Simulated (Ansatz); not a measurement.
# Cl on Ru(0001): change of the work function

Aim: the work function of Ru(0001) at several coverages of Cl (fcc site), and the dipole that each adsorbate carries.

Main program and level: Ansatz 0.2.0; plane-wave DFT, PBE, Ansatz PAW.

Report form: the programs' logs are mostly left out.

### Step 1. The starting structure

The cell holds 4 atoms: 4 Ru. Cell: a = 2.700 Å, b = 2.700 Å, c = 24.415 Å, α = 90.0°, β = 90.0°, γ = 60.0°. Vacuum lies along c.

### Step 2. The clean slab

The bare slab comes first, as the zero from which every change is counted. The two lowest layers are held at bulk places and the upper ones relax. The dipole correction removes the false field that a one-sided slab makes across the periodic vacuum, so each face gets a flat vacuum level of its own.

Input file input.yaml:

```yaml
crystal:
  lattice:
    - [2.7, 0.0, 0.0]
    - [1.35, 2.3382685902, 0.0]
    - [0.0, 0.0, 24.4152]
  atoms:
    - { symbol: Ru, position: [0.6666666667, 0.6666666667, 0.3686228251] }
    - { symbol: Ru, position: [0.0, 0.0, 0.4562076084] }
    - { symbol: Ru, position: [0.6666666667, 0.6666666667, 0.5437923916] }
    - { symbol: Ru, position: [0.0, 0.0, 0.6313771749] }
kpoints:
  mp_grid: { grid: [12, 12, 1] }
hamiltonian:
  xc: pbe
scf:
  occupations: { method: fermi_dirac, width: 0.1 }
  convergence: { dr2_threshold: 1.0e-08 }
efield:
  axis: 3
  dipole_correction: true
  ramp_position: 0.97
  ramp_width: 0.06
relax:
  f_tol: 0.02
  max_steps: 60
  constraints: [{ sites: [0, 1] }]
output:
  write_potential: true
  write_density: true
  volumetric_format: npy
```

Run with:

```console
ansatz run input.yaml --threads 4 --pin off --max-ram 6144MiB --backend cpu --events-out ev --progress --plain --runs-dir out
```

It took 4.7 s on 4 threads of AMD EPYC 9R14 (Zen 4), shared host; peak memory 0.54 GiB; 18 s of CPU time.

The steps of the relaxation:

```
step  energy less that of the first step (eV)  largest force component (eV/Å)
   1                                   0.0000                          0.5365
   2                                  -0.0100                          0.2640
   3                                  -0.0132                          0.0173
```

Forces are held to the 6 operations that the run works with; a distortion that breaks them can't arise in this run.

The atoms that moved most (Å):

```
atom     dx     dy      dz  length
 Ru4  0.000  0.000  -0.034   0.034
 Ru3  0.000  0.000   0.019   0.019
```

Numbers from this step:

* energy at zero smearing: -23512.6524 eV
* work function, upper face: 5.046 eV
* work function, lower face: 5.075 eV
* dipole along the normal: 0.001037 e·Å
* step between the vacuum levels: -0.02973 eV

Running mean over 2.138 Å of the planar mean; the ramp of the sawtooth is left out. Table of electron's electrostatic potential energy less the Fermi level by z:

z (Å), electron's electrostatic potential energy less the Fermi level (eV) and a bar from the least value:
```
      3.0        5.1 ##############################
      3.5        5.1 ##############################
      4.0        5.1 ##############################
      4.5        5.1 ##############################
      5.0        5.1 ##############################
      5.5        5.0 ##############################
      6.0        5.0 ##############################
      6.5        4.8 ##############################
      7.0        3.9 ############################
      7.5        0.7 ########################
      8.0       -6.3 #############
      8.5      -12.3 #####
      9.0      -14.2 ##
      9.5      -14.5 #
     10.0      -14.6 #
     10.5      -14.7 #
     11.0      -14.8 #
     11.5      -14.8 #
     12.0      -14.6 #
     12.5      -14.7 #
     13.0      -14.9 #
     13.5      -15.0 #
     14.0      -15.4 
     14.5      -15.4 
     15.0      -14.8 #
     15.5      -14.1 ##
     16.0      -11.4 ######
     16.5       -4.5 ################
     17.0        1.8 #########################
     17.5        4.2 #############################
     18.0        4.8 ##############################
     18.5        5.0 ##############################
     19.0        5.0 ##############################
     19.5        5.0 ##############################
     20.0        5.0 ##############################
     20.5        5.0 ##############################
     21.0        5.0 ##############################
```

The relaxation took 3 steps and lowered the energy by 0.013 eV; the largest force on the free atoms ends at 0.017 eV/Å.

The work function of the upper face is 5.05 eV.

### Step 3. The covered slab, k-mesh 6×6×1, coverage 0.25 ML

System of this step: Cl/Ru(0001). The cell holds 17 atoms: 16 Ru and 1 Cl. Cell: a = 5.400 Å, b = 5.400 Å, c = 26.405 Å, α = 90.0°, β = 90.0°, γ = 60.0°. Vacuum lies along c.

The clean slab as it ended is repeated in the plane and the adsorbate is set on one face; the cell's size fixes the coverage, and the k-mesh shrinks with it to keep the sampling density about even. Adsorbate and upper layers relax, since the dipole depends on the height.

Input file input.yaml:

```yaml
crystal:
  lattice:
    - [5.4, 0.0, 0.0]
    - [2.7, 4.6765371804, 0.0]
    - [0.0, 0.0, 26.4049078425]
  atoms:
    - { symbol: Ru, position: [0.3333333333, 0.3333333333, 0.3408457266] }
    - { symbol: Ru, position: [0.0, 0.0, 0.4218306713] }
    - { symbol: Ru, position: [0.3333333333, 0.3333333333, 0.5035499016] }
    - { symbol: Ru, position: [0.0, 0.0, 0.5825169829] }
    - { symbol: Ru, position: [0.3333333333, 0.8333333333, 0.3408457266] }
    - { symbol: Ru, position: [0.0, 0.5, 0.4218306713] }
    - { symbol: Ru, position: [0.3333333333, 0.8333333333, 0.5035499016] }
    - { symbol: Ru, position: [0.0, 0.5, 0.5825169829] }
    - { symbol: Ru, position: [0.8333333333, 0.3333333333, 0.3408457266] }
    - { symbol: Ru, position: [0.5, 0.0, 0.4218306713] }
    - { symbol: Ru, position: [0.8333333333, 0.3333333333, 0.5035499016] }
    - { symbol: Ru, position: [0.5, 0.0, 0.5825169829] }
    - { symbol: Ru, position: [0.8333333333, 0.8333333333, 0.3408457266] }
    - { symbol: Ru, position: [0.5, 0.5, 0.4218306713] }
    - { symbol: Ru, position: [0.8333333333, 0.8333333333, 0.5035499016] }
    - { symbol: Ru, position: [0.5, 0.5, 0.5825169829] }
    - { symbol: Cl, position: [0.1666666667, 0.1666666667, 0.6591542734] }
kpoints:
  mp_grid: { grid: [6, 6, 1] }
hamiltonian:
  xc: pbe
scf:
  occupations: { method: fermi_dirac, width: 0.1 }
  convergence: { dr2_threshold: 1.0e-08 }
efield:
  axis: 3
  dipole_correction: true
  ramp_position: 0.97
  ramp_width: 0.06
relax:
  f_tol: 0.02
  max_steps: 60
  constraints: [{ sites: [0, 1, 4, 5, 8, 9, 12, 13] }]
output:
  dos: { projected: true, e_range: [-8, 4] }
  write_potential: true
  write_density: true
  volumetric_format: npy
  elf: true
```

It took 45 s on 4 threads; peak memory 2.6 GiB; 2.9 min of CPU time.

This run has no spin polarisation although its electron count is odd.

The steps of the relaxation:

```
step  energy less that of the first step (eV)  largest force component (eV/Å)
   1                                   0.0000                          0.5064
   2                                  -0.0257                          0.1560
   3                                  -0.0288                          0.0494
   4                                  -0.0289                          0.0051
```

Forces are held to the 6 operations that the run works with; a distortion that breaks them can't arise in this run.

The atoms that moved most (Å):

```
atom      dx      dy      dz  length
Cl17   0.000   0.000  -0.066   0.066
Ru15   0.000   0.000   0.020   0.020
Ru16   0.000   0.000  -0.020   0.020
 Ru4   0.011   0.007   0.000   0.013
Ru12  -0.011   0.007   0.000   0.013
 Ru8   0.000  -0.013   0.000   0.013
 Ru3   0.005   0.003  -0.002   0.006
 Ru7   0.000  -0.006  -0.002   0.006
```

Final coordinates:

```xyz
17
Lattice="5.4000 0.0000 0.0000 2.7000 4.6765 0.0000 0.0000 0.0000 26.4049" Properties=species:S:1:pos:R:3
Ru    2.7000    1.5588    9.0000
Ru    0.0000    0.0000   11.1384
Ru    2.7050    1.5618   13.2940
Ru    0.0114    0.0066   15.3818
Ru    4.0500    3.8971    9.0000
Ru    1.3500    2.3383   11.1384
Ru    4.0500    3.8913   13.2940
Ru    1.3500    2.3251   15.3818
Ru    5.4000    1.5588    9.0000
Ru    2.7000    0.0000   11.1384
Ru    5.3950    1.5618   13.2940
Ru    2.6886    0.0066   15.3818
Ru    6.7500    3.8971    9.0000
Ru    4.0500    2.3383   11.1384
Ru    6.7500    3.8971   13.3165
Ru    4.0500    2.3383   15.3610
Cl    1.3500    0.7794   17.3387
```

Numbers from this step:

```
energy at zero smearing        : -95132.3191 eV
work function, upper face      : 4.814 eV
work function, lower face      : 5.014 eV
dipole along the normal        : 0.02792 e·Å
step between the vacuum levels : -0.2000 eV
```

Running mean over 2.138 Å of the planar mean; the ramp of the sawtooth is left out. Table of electron's electrostatic potential energy less the Fermi level by z:

z (Å), electron's electrostatic potential energy less the Fermi level (eV) and a bar from the least value:
```
      3.5        5.0 ##############################
      4.0        5.0 ##############################
      4.5        5.0 ##############################
      5.0        5.0 ##############################
      5.5        5.0 ##############################
      6.0        4.9 ##############################
      6.5        4.7 ##############################
      7.0        3.9 ############################
      7.5        0.7 ########################
      8.0       -6.3 ##############
      8.5      -12.4 #####
      9.0      -14.2 ##
      9.5      -14.5 ##
     10.0      -14.7 #
     10.5      -14.8 #
     11.0      -14.8 #
     11.5      -14.8 #
     12.0      -14.6 #
     12.5      -14.6 #
     13.0      -14.9 #
     13.5      -15.1 #
     14.0      -15.5 
     14.5      -15.6 
     15.0      -15.0 #
     15.5      -14.5 ##
     16.0      -12.3 #####
     16.5       -6.5 #############
     17.0       -0.8 #####################
     17.5        1.4 #########################
     18.0        2.4 ##########################
     18.5        3.6 ############################
     19.0        4.5 #############################
     19.5        4.8 ##############################
     20.0        4.8 ##############################
     20.5        4.8 ##############################
     21.0        4.8 ##############################
     21.5        4.8 ##############################
     22.0        4.8 ##############################
     22.5        4.8 ##############################
     23.0        4.8 ##############################
```

The density of states has structure finer than the step of the table below, so its rows give means over 0.25 eV, whole bins alone (the curve runs from -8 to 1.98 eV). Peaks (eV: height): -3.970: 42.4, -3.400: 53.7, -2.110: 43.3, -1.890: 50.0, -1.620: 45.3, -1.530: 45.5, -0.660: 44.7.

Density of states against energy, zero at the Fermi level; means over each step:

```
energy (eV)  density of states (states/eV a cell)
      -7.75                                     0
      -7.50                                 0.437
      -7.25                                 0.911
      -7.00                                 0.987
      -6.75                                  1.17
      -6.50                                  2.98
      -6.25                                  6.22
      -6.00                                  12.5
      -5.75                                  19.1
      -5.50                                  22.5
      -5.25                                  23.8
      -5.00                                  21.1
      -4.75                                  16.1
      -4.50                                  19.6
      -4.25                                  22.7
      -4.00                                  22.8
      -3.75                                  17.6
      -3.50                                  20.2
      -3.25                                  8.97
      -3.00                                  23.2
      -2.75                                  28.7
      -2.50                                  21.3
      -2.25                                  30.3
      -2.00                                  32.8
      -1.75                                  25.0
      -1.50                                  28.1
      -1.25                                  19.8
      -1.00                                  15.2
      -0.75                                  16.0
      -0.50                                  17.1
      -0.25                                  18.5
       0.00                                  18.9
       0.25                                  17.6
       0.50                                  17.0
       0.75                                  25.6
       1.00                                  29.5
       1.25                                  24.5
       1.50                                  25.0
       1.75                                  13.1
```

Projected DOS per atom over height of the atomic layer and energy from the Fermi level. Layers: Ru4 Ru4 Ru4 Ru4 Cl from below.

Ten even steps from '_' (0.00 states/eV) to '@' (2.42 states/eV), each cell a mean:
```
--------__
==####++..
##****##..
====--==__
**----++__
**----++__
==--::==__
##++==**..
@@**++##..
**++**##..
****##**..
--====--..
======--::
++****==++
++++====::
--****==@@
::**##==%%
__--++::**
______..++
__________
__________
__________
```
Columns: height of the atomic layer (Å) from 9 to 17.3; rows upwards: energy from the Fermi level (eV) from -7.96 to 1.95.

ELF in the ca plane at fractional y = 0.000, with atoms of Ru within 0.2 Å of it. It is the smooth field of the valence electrons, not physical close to the nuclei.

Ten even steps from '0' (0.00) to '9' (0.86), each cell a mean:
```
33333376673333333476672111100000000000000000
33223246642322223346642110000000000000000000
34432323323224432323332210000000000000000000
35532333333235532333333210000000000000000000
33323334433323323334432110000000000000000000
33233367763332233367762110000000000000000000
43333375474233332474573112221000000000000000
33333376673333333475662256653100000000000000
33223346643322223356632589975210000000000000
34432323323224432333323799996310000000000000
35532333333235532333324899997310000000000000
33323334433323323334422699986310000000000000
33233367763332233467751378864200000000000000
43333374474233333474572134432000000000000000
```
Columns run along c (16.0 Å, from fractional 0.32 to 0.92 of the cell), rows up along a (5.4 Å). Atoms in or near the plane, at fractional coordinates: Ru at (0.42, 0.00), Ru at (0.58, 0.00), Ru at (0.42, 0.50), Ru at (0.58, 0.50).

Electrostatic potential energy in the ca plane at fractional y = 0.000, with atoms of Ru within 0.2 Å of it. With pseudopotentials it is smooth inside the atoms' cores, unlike the true potential.

Ten even steps from '0' (-84 eV) to '9' (10 eV), each cell a mean:
```
99999720027999999620048999999999999999999999
98899864468998889864579999999999999999999999
87689998899986689998899999999999999999999999
86679999999986679999999999999999999999999999
87789986689987789986789999999999999999999999
99999841148999999731258999999999999999999999
99999720017999999610038999999999999999999999
99999730027999999620038999999999999999999999
98899864468998899863478999999999999999999999
87689998899987789988899988899999999999999999
86679999999986689999999887899999999999999999
87789987789987789976789988999999999999999999
99999841148999999731158999999999999999999999
99999710017999999610028999999999999999999999
```
Columns run along c (16.0 Å, from fractional 0.32 to 0.92 of the cell; values clipped at the 3rd and 97th percentile), rows up along a (5.4 Å). Atoms in or near the plane, at fractional coordinates: Ru at (0.42, 0.00), Ru at (0.58, 0.00), Ru at (0.42, 0.50), Ru at (0.58, 0.50).

Valence density in the ca plane at fractional y = 0.000, with atoms of Ru within 0.2 Å of it. It is the smooth field of the valence electrons, not physical close to the nuclei.

Ten steps, logarithmic in the rise over the least value, from '0' (0.00 × 1e0 e/Å³) to '9' (9.68 × 1e0 e/Å³), each cell a mean:
```
23333589985333333589974110000000000000000000
34433357764334433467752100000000000000000000
45543334433345543334432100000000000000000000
46653333333346653333321100000000000000000000
35543345643345543356542100000000000000000000
33333478874333333578863100000000000000000000
23333589985333333699984211000000000000000000
23333589985333333689974222110000000000000000
34433367764334433467753333310000000000000000
45543334433345543334433444421000000000000000
46653333333346643333333455421000000000000000
35543345543345543356543344321000000000000000
33333478874333333579863232210000000000000000
23333589985333333699984211100000000000000000
```
Columns run along c (16.0 Å, from fractional 0.32 to 0.92 of the cell), rows up along a (5.4 Å). Atoms in or near the plane, at fractional coordinates: Ru at (0.42, 0.00), Ru at (0.58, 0.00), Ru at (0.42, 0.50), Ru at (0.58, 0.50).

The relaxation took 4 steps and lowered the energy by 0.029 eV; the largest force on the free atoms ends at 0.0051 eV/Å.

By hand: a sheet of dipoles makes a step −p/(ε₀A) in the electron's potential. With e/ε₀ = 180.95 V·Å, p = 0.02792 e·Å and A = 25.25 Å², that is −180.95 × (0.02792) / 25.25 = -0.200 eV, and the two vacuum levels of the run differ by -0.200 eV.

The covered face has 4.81 eV, -0.23 eV against the clean one; the bare back face has moved by -0.06 eV, a measure of how thin the slab is.

[end of part 1 of 2]

[Logs are printed without paths, hosts, clocks, repeated set-up lines and the standing remarks that a program may print on its own settings, such as how far it seeks lower states.]

[Hosts, paths, dates, database ids (printed as entryN), source tags and the programs' standing remarks are cut or masked in the printed files.]

[Maps of the electrostatic potential energy from Ansatz leave out the sawtooth potential of an applied field or a dipole correction, so their vacuum need not be flat; planar profiles and work functions include it.]
